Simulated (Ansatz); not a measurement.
# N_S in MgS (F-43m): charge-transition levels and formation energies

Wanted: the transition levels of a substitutional impurity in MgS (F-43m), from a cell of 32 host atoms with 1 S taken out and 1 N put in.

Program: Ansatz 0.2.0. Level of theory: place-levels on PBEsol runs: charge-transition levels and formation energies with image-charge correction and potential alignment at the atomic sites. Results are calculated unless marked as measured.

### 1. The structure

The cell holds 32 atoms: 16 Mg, 15 S and 1 N. Cell: a = 9.789 Å, b = 9.789 Å, c = 9.789 Å, α = 109.5°, β = 109.5°, γ = 109.5°. It derives from MgS (space group F-43m). Nearest the centre at fractional (0.500, 0.500, 0.250): N27 at 0.00 Å, Mg11 at 2.45 Å, Mg10 at 2.45 Å, Mg7 at 2.45 Å, Mg16 at 2.45 Å, S30 at 4.00 Å, S31 at 4.00 Å, S28 at 4.00 Å.

The host's dielectric constants go in as inputs: 4.14 for the electrons alone, 6.69 with the ions, computed on the host (DFPT, PBEsol).

The cell's shortest repeat is 9.8 Å.

### 2. The runs of each charge state

A transition level is the Fermi level at which two charge states cost the same, so each charge needs its own total energy, at its own relaxed structure.

Random displacements of about 0.08 Å break the site symmetry at the start, so that the relaxation can reach a distorted minimum if there is one. Forces are taken at the zone centre alone. The cell holds 1 electron more than the neutral one, with a uniform background that keeps it neutral on the whole.

The sampling was tested on the host first: at the k-points planned (1x1x1 Gamma-centred) its energy lies 0.026 eV an atom from the dense-mesh value, so the final energies take a denser sampling.

One of the inputs; charge, spin and start change from state to state.

The input, qm1.relax/input.yaml:

```yaml
crystal:
  lattice:
    - [-5.6515324, 5.6515324, -5.6515324]
    - [5.6515324, 5.6515324, 5.6515324]
    - [5.6515324, -5.6515324, -5.6515324]
  atoms:
    - { symbol: Mg, position: [0.0, 0.0, 0.0] }
    - { symbol: Mg, position: [0.0, 0.25, 0.75] }
    - { symbol: Mg, position: [0.0, 0.5, 0.5] }
    - { symbol: Mg, position: [0.0, 0.75, 0.25] }
    - { symbol: Mg, position: [0.25, 0.0, 0.75] }
    - { symbol: Mg, position: [0.25, 0.25, 0.5] }
    - { symbol: Mg, position: [0.25, 0.5, 0.25] }
    - { symbol: Mg, position: [0.25, 0.75, 0.0] }
    - { symbol: Mg, position: [0.5, 0.0, 0.5] }
    - { symbol: Mg, position: [0.5, 0.25, 0.25] }
    - { symbol: Mg, position: [0.5, 0.5, 0.0] }
    - { symbol: Mg, position: [0.5, 0.75, 0.75] }
    - { symbol: Mg, position: [0.75, 0.0, 0.25] }
    - { symbol: Mg, position: [0.75, 0.25, 0.0] }
    - { symbol: Mg, position: [0.75, 0.5, 0.75] }
    - { symbol: Mg, position: [0.75, 0.75, 0.5] }
    - { symbol: S, position: [0.0, 0.0, 0.25] }
    - { symbol: S, position: [0.0, 0.25, 0.0] }
    - { symbol: S, position: [0.0, 0.5, 0.75] }
    - { symbol: S, position: [0.0, 0.75, 0.5] }
    - { symbol: S, position: [0.25, 0.0, 0.0] }
    - { symbol: S, position: [0.25, 0.25, 0.75] }
    - { symbol: S, position: [0.25, 0.5, 0.5] }
    - { symbol: S, position: [0.25, 0.75, 0.25] }
    - { symbol: S, position: [0.5, 0.0, 0.75] }
    - { symbol: S, position: [0.5, 0.25, 0.5] }
    - { symbol: "N", position: [0.5, 0.5, 0.25] }
    - { symbol: S, position: [0.5, 0.75, 0.0] }
    - { symbol: S, position: [0.75, 0.0, 0.5] }
    - { symbol: S, position: [0.75, 0.25, 0.25] }
    - { symbol: S, position: [0.75, 0.5, 0.0] }
    - { symbol: S, position: [0.75, 0.75, 0.75] }
  host:
    repeats: [1, 1, 1]
    atoms:
      - { symbol: Mg, position: [0.0, 0.0, 0.0] }
      - { symbol: Mg, position: [0.0, 0.25, 0.75] }
      # ... 30 more atoms of the perfect host
total_charge: -1
basis:
  ecutwfc: 420
  xc_grid: 2
hamiltonian:
  xc: pbesol
kpoints:
  mp_grid: { grid: [1, 1, 1] }
scf:
  occupations: { method: fixed }
  max_iter: 100
output:
  forces: true
  charged_corrections:
    epsilon: 4.14
    static_epsilon: 6.69
    defect_position: [0.5, 0.5, 0.25]
relax:
  f_tol: 0.01
  max_steps: 80
  random_displacement: { amplitude: 0.08, seed: 4135 }
checkpoint:
  write: "../qm1.relax.run"
  compress: false
  write_wavefunctions: true
  write_every: 100000
```

Command:

```console
> ansatz run input.yaml --threads 4 --pin off --max-ram 13189MiB --backend cpu --events-out ev --progress --plain --runs-dir out
```

Defect states can disperse in a cell of this size, so the energy is taken again at a 2×2×2 shifted mesh, on the relaxed structure.

The run of this state that the levels use, under PBEsol:

The input, qm1.point/input.yaml:

```yaml
crystal:
  checkpoint: "../qm1.relax.run"
  host: checkpoint
total_charge: -1
basis:
  ecutwfc: 420
  xc_grid: 2
hamiltonian:
  xc: pbesol
kpoints:
  mp_grid: { grid: [2, 2, 2], shift: [0.5, 0.5, 0.5] }
scf:
  occupations: { method: fermi_dirac, width: 0.01 }
  max_iter: 100
output:
  forces: true
  eigenvalues: true
  charged_corrections:
    epsilon: 4.14
    static_epsilon: 6.69
    defect_position: [0.5, 0.5, 0.25]
  eigenstates: { localisation: true }
  populations: true
  band_densities: [{ bands: [v1, v1] }, { bands: [c1, c1] }]
  write_density: true
  write_potential: true
  volumetric_format: npy
  elf: true
checkpoint:
  read: "../qm1.relax.run"
  write: "../qm1.point.run"
  compress: false
  write_wavefunctions: false
  write_every: 100000
```

Relaxations under PBEsol at the zone centre alone; times on 4 threads of Arm Neoverse V2, shared host:

```
charge  moment (μB)  occupations    outcome  steps  largest displacement against the far atoms (Å)  time
    −1            0        fixed  converged      7                                            0.42  11 s
     0            1        fixed  converged      6                                            0.35  28 s
```

Single points under PBEsol at a 2×2×2 shifted mesh; times on 4 threads of Arm Neoverse V2, shared host:

```
charge  moment (μB)  occupations    outcome  time
    −1            0  fermi-dirac  converged  21 s
     0            1  fermi-dirac  converged  46 s
```

Distances (Å) from N27 to the nearest atoms after relaxation with PBEsol:

```
charge  moment (μB)       1.       2.       3.       4.      5.      6.
    −1            0  Mg 2.03  Mg 2.03  Mg 2.03  Mg 2.03  S 3.93  S 3.93
     0            1  Mg 2.12  Mg 2.12  Mg 2.12  Mg 2.12  S 3.88  S 3.88
```

### 3. Placing the levels, PBEsol, a 2×2×2 shifted mesh

A charged cell interacts with its images and the background, and its potential has another zero than the host's. place-levels removes the first by a point-charge model, screened by the static dielectric constant since the ions have relaxed around the charge, and the second by comparing potentials at atoms far from the defect.

The host is a run of the defect-free crystal in the same cutoffs, grids and k-points, so that basis and sampling errors cancel in part in the differences. Its band edges come from a run of the primitive cell that searches the zone for them. Chemical potentials are energies per atom of S (S12 rings, Pnnm, not the stable S8 form) and N (N2 molecule), run with the same functional and cutoff.

The input, levels.point.yaml:

```yaml
host:
  run: host.point.run
  levels_from: { run: edges.point.run }
states: [qm1.point.run, q0_M1.point.run]
geometry_from:
  qm1.point.run: qm1.relax.run
  q0_M1.point.run: q0_M1.relax.run
chemical_potentials:
  S:
    energy: -884.879081
    dataset: "<sha256 of the dataset>"
  "N":
    energy: -378.471758
    dataset: "<sha256 of the dataset>"
epsilon: 4.14
static_epsilon: 6.69
vertical:
  - { from: qm1.point.run, to: qm1.point_neutral.run }
```

Command:

```console
> ansatz place-levels levels.point.yaml -- --threads 4 --pin off --max-ram 13189MiB
```

Numbers of over 12 decimals in the logs are rounded to 6 here.

Log:

```text
[... repeated set-up lines and file paths are left out, and long positions are rounded to six places ...]
(0/-1) 0.512 eV above the valence edge, 2.808 eV under the conduction edge
formation energy of charge 0: +3.904 eV with the Fermi level at the valence edge
formation energy of charge -1: +4.416 eV with the Fermi level at the valence edge
vertical -1 to 0: no energy, since no alignment is typed
  the change from vertical[0].from (qm1.point.run) to vertical[0].to (qm1.point_neutral.run): by its spins about the atoms it stands at 0.500 0.499 0.250, with an rms radius of about 3.3 Å (1.9 1.9 1.9 Å across the planes of the cell's vectors); [...]
  edges by pbesol of host.levels_from (edges.point.run), its mesh sampled to repeats of 35.97 Å (the valence edge +0.176 eV and the conduction edge -0.847 eV from those of the host's own run), gap 3.320 eV; the host is sampled to repeats of 22.61 Å
  the defect's cells are sampled to repeats of 22.61 Å, like sampling
  charge 0: +0.000 eV for its dipole among its images, +0.000 omitted
  charge -1: -44282.2623 eV with its correction of +0.466 eV, at epsilon 6.69, aligned at sites: -0.1196 eV, mean over 3 atomic sites at or beyond 4.89 Å from the defect at [0.5000, 0.5000, 0.2500], with +0.000000 for the charge's moments and without [...]
  of states[1] (q0_M1.point.run): its alignment with the host at atomic sites is doubtful: the cell is too small to show whether the defect's potential has decayed: take a larger one
  of states[0] (qm1.point.run): it parts from the run at its places by a charge that spreads by about 1.9 Å along one vector (1.4 Å or more is wide), by the spins about the atoms, where the cell does not tell a trapped carrier from a band state. [...]
  of vertical[0].from (qm1.point.run): it parts from the run at its places by a charge that spreads by about 1.9 Å along one vector (1.4 Å or more is wide), by the spins about the atoms, where the cell does not tell a trapped carrier from a band state. [...]
  vertical[0].to (qm1.point_neutral.run): levels filled in part (TS 0.014 eV): its energy is of no whole electron's
```

Run time: 0.15 s. Hardware: 4 threads of Arm Neoverse V2, shared host.

Under PBEsol the gap is 3.32 eV, (0/−1) 0.51 eV.

Levels between the charges placed, in eV above the valence top:

```
        gap (eV)  (0/−1)
PBEsol      3.32    0.51
```

Corrections by state:

```
charge  moment (μB)  image terms and alignment (eV)  band filling (eV)  ε used  over the lowest of its charge, as the program ranks them, band filling apart (eV)
     0          1.0                           0.000                  -       -                                                                              0.000
    −1          0.0                           0.466                  -    6.69                                                                              0.000
```

The charged structures listed were also run neutral, and place-levels reads from each pair, by the potential or the spins, how wide the charge is by which they differ; that can be the carrier of either run.

```
charge  rms radius (Å)  spread where it is widest against the cell (Å)  wide from (Å)  reading
    −1             3.3                                            1.90           1.38     wide
```

The neutral runs of these pairs need not share the spin of the lowest neutral state, and very wide values only mean spread over the cell.

From the program's caveats on the states, each cut to its opening words:

- charge 0 (1 μB), −1: its alignment with the host at atomic sites is doubtful: the cell is too small to show whether the defect's potential has decayed: take a larger one
- charge −1: it parts from the run at its places by a charge that spreads by about 1.9 Å along one vector (1.4 Å or more is wide), by the spins about the atoms, where the [...]

The host's formation energy from the elements is -1.415 eV per atom; it sets how far the chemical potentials can move.

Limit set by the element alone; other compounds of these elements are not counted. Chemical potentials from the elements' reference states: Mg 0.00 eV, S -2.83 eV, N 0.00 eV. Formation energies (Mg-rich), with the Fermi level at the valence top and at the conduction bottom (gap 3.32 eV):

```
charge  at valence top (eV)  at conduction bottom (eV)  correction included (eV)
     0                 1.07                       1.07                      0.00
    −1                 1.59                      -1.73                      0.47
```

```tsv
Fermi level (eV)	lowest formation energy (eV)
0.00	1.07
0.30	1.07
0.60	0.98
0.90	0.68
1.21	0.38
1.51	0.08
1.81	-0.23
2.11	-0.53
2.42	-0.83
2.72	-1.13
3.02	-1.43
3.32	-1.73
```

Limit set by the element alone; other compounds of these elements are not counted. Chemical potentials from the elements' reference states: S 0.00 eV, Mg -2.83 eV, N 0.00 eV. Formation energies (S-rich), with the Fermi level at the valence top and at the conduction bottom (gap 3.32 eV):

```
charge  at valence top (eV)  at conduction bottom (eV)  correction included (eV)
     0                 3.90                       3.90                      0.00
    −1                 4.42                       1.10                      0.47
```

```json
{"Fermi level (eV)": "0.00", "lowest formation energy (eV)": "3.90"}
{"Fermi level (eV)": "0.30", "lowest formation energy (eV)": "3.90"}
{"Fermi level (eV)": "0.60", "lowest formation energy (eV)": "3.81"}
{"Fermi level (eV)": "0.90", "lowest formation energy (eV)": "3.51"}
{"Fermi level (eV)": "1.21", "lowest formation energy (eV)": "3.21"}
{"Fermi level (eV)": "1.51", "lowest formation energy (eV)": "2.91"}
{"Fermi level (eV)": "1.81", "lowest formation energy (eV)": "2.60"}
{"Fermi level (eV)": "2.11", "lowest formation energy (eV)": "2.30"}
{"Fermi level (eV)": "2.42", "lowest formation energy (eV)": "2.00"}
{"Fermi level (eV)": "2.72", "lowest formation energy (eV)": "1.70"}
{"Fermi level (eV)": "3.02", "lowest formation energy (eV)": "1.40"}
{"Fermi level (eV)": "3.32", "lowest formation energy (eV)": "1.10"}
```

### 4. The same at the relaxations' own k-points

The relaxations' own energies give the levels at their sampling, for comparison.

The input, levels.relax_mesh.yaml:

```yaml
host:
  run: host.relax.run
  levels_from: { run: edges.relax.run }
states: [qm1.relax.run, q0_M1.relax.run]
chemical_potentials:
  S:
    energy: -884.879081
    dataset: "<sha256 of the dataset>"
  "N":
    energy: -378.471758
    dataset: "<sha256 of the dataset>"
```

Command:

```console
> ansatz place-levels levels.relax_mesh.yaml -- --threads 4 --pin off --max-ram 13189MiB
```

Log:

```text
(0/-1) 0.676 eV above the valence edge, 2.644 eV under the conduction edge
formation energy of charge 0: +3.799 eV with the Fermi level at the valence edge
formation energy of charge -1: +4.475 eV with the Fermi level at the valence edge
  edges by pbesol of host.levels_from (edges.relax.run), its mesh sampled to repeats of 35.97 Å (the valence edge -0.037 eV and the conduction edge -0.025 eV from those of the host's own run), gap 3.320 eV; the host is sampled to repeats of 9.79 Å
[... the lines on each state left out ...]
```

Run time: 0.07 s. Hardware: 4 threads.

Levels between neighbouring charges, in eV above the valence top:

```
                       gap (eV)  (0/−1)
the zone centre alone      3.32    0.68
 a 2×2×2 shifted mesh      3.32    0.51
```

Going from the zone centre alone to a 2×2×2 shifted mesh moves the levels that carry no band-filling term by up to 0.16 eV and formation energies against the elements by up to 0.11 eV.

### 5. Levels against the band edges, PBEsol, k-mesh 1x1x1 Gamma

The input, qm1.s0/input.yaml:

```yaml
crystal:
  checkpoint: "../qm1.relax.run"
  host: checkpoint
total_charge: -1
basis:
  ecutwfc: 420
  xc_grid: 2
hamiltonian:
  xc: pbesol
kpoints:
  mp_grid: { grid: [1, 1, 1] }
scf:
  occupations: { method: fixed }
  max_iter: 100
output:
  forces: true
  eigenvalues: true
  charged_corrections:
    epsilon: 4.14
    static_epsilon: 6.69
    defect_position: [0.5, 0.5, 0.25]
checkpoint:
  read: "../qm1.relax.run"
  write: "../qm1.s0.run"
  compress: false
  write_wavefunctions: false
  write_every: 100000
```

Wall time 1.5 s (4 threads); peak memory 0.73 GiB; 5.1 s of CPU time.

The input, levels.s0.yaml:

```yaml
host:
  run: host.s0.run
  levels_from: { run: edges.s0.run }
states: [qm1.s0.run, q0_M1.s0.run]
geometry_from:
  qm1.s0.run: qm1.relax.run
  q0_M1.s0.run: q0_M1.relax.run
chemical_potentials:
  S:
    energy: -884.879081
    dataset: "<sha256 of the dataset>"
  "N":
    energy: -378.471758
    dataset: "<sha256 of the dataset>"
```

Command:

```console
> ansatz place-levels levels.s0.yaml -- --threads 4 --pin off --max-ram 13189MiB
```

Log:

```text
(0/-1) 0.676 eV above the valence edge, 2.644 eV under the conduction edge
formation energy of charge 0: +3.799 eV with the Fermi level at the valence edge
formation energy of charge -1: +4.475 eV with the Fermi level at the valence edge
  edges by pbesol of host.levels_from (edges.s0.run), its mesh sampled to repeats of 35.97 Å (the valence edge -0.037 eV and the conduction edge -0.025 eV from those of the host's own run), gap 3.320 eV; the host is sampled to repeats of 9.79 Å
[... the lines on each state left out ...]
```

Wall time 0.1 s (4 threads).

Under PBEsol the gap is 3.32 eV, (0/−1) 0.68 eV.

### 6. Levels against the band edges, PBEsol, k-mesh 1x1x1 quarter point

The energy is taken again at one point at (¼, ¼, ¼), on the same structure.

The input, qm1.s1/input.yaml:

```yaml
crystal:
  checkpoint: "../qm1.relax.run"
  host: checkpoint
total_charge: -1
basis:
  ecutwfc: 420
  xc_grid: 2
hamiltonian:
  xc: pbesol
kpoints:
  mp_grid: { grid: [1, 1, 1], shift: [0.25, 0.25, 0.25] }
scf:
  occupations: { method: fermi_dirac, width: 0.01 }
  max_iter: 100
output:
  forces: true
  eigenvalues: true
  charged_corrections:
    epsilon: 4.14
    static_epsilon: 6.69
    defect_position: [0.5, 0.5, 0.25]
checkpoint:
  read: "../qm1.relax.run"
  write: "../qm1.s1.run"
  compress: false
  write_wavefunctions: false
  write_every: 100000
```

Elapsed: 5.7 s, on 4 threads; peak memory 0.99 GiB; 21 s of CPU time.

The input, levels.s1.yaml:

```yaml
host:
  run: host.s1.run
  levels_from: { run: edges.s1.run }
states: [qm1.s1.run, q0_M1.s1.run]
geometry_from:
  qm1.s1.run: qm1.relax.run
  q0_M1.s1.run: q0_M1.relax.run
chemical_potentials:
  S:
    energy: -884.879081
    dataset: "<sha256 of the dataset>"
  "N":
    energy: -378.471758
    dataset: "<sha256 of the dataset>"
```

Command:

```console
> ansatz place-levels levels.s1.yaml -- --threads 4 --pin off --max-ram 13189MiB
```

Log:

```text
(0/-1) 0.572 eV above the valence edge, 2.748 eV under the conduction edge
formation energy of charge 0: +3.858 eV with the Fermi level at the valence edge
formation energy of charge -1: +4.430 eV with the Fermi level at the valence edge
[...]
[... the lines on each state left out ...]
```

Run time: 0.1 s. Hardware: 4 threads.

Under PBEsol the gap is 3.32 eV, (0/−1) 0.57 eV; the stage before (PBEsol, at other k-points) gave a gap of 3.32 eV and levels within 0.10 eV of these.

(Part 1 of 2 ends here.)

[Logs are printed without paths, hosts, clocks, repeated set-up lines and the standing remarks that a program may print on its own settings, such as how far it seeks lower states.]

[Hosts, paths, dates, database ids (printed as entryN), source tags and the programs' standing remarks are cut or masked in the printed files.]

[Where a table of states has a column of steps, it counts the stored structures, which are thinned; the runs took as many ionic steps or more.]

[A defect's name tells the site on which it was built; relaxed atoms can leave that site.]

[For some hosts the program warned that the k-mesh of the response run may be too coarse for force constants and the static dielectric constant; such warnings are not shown here.]
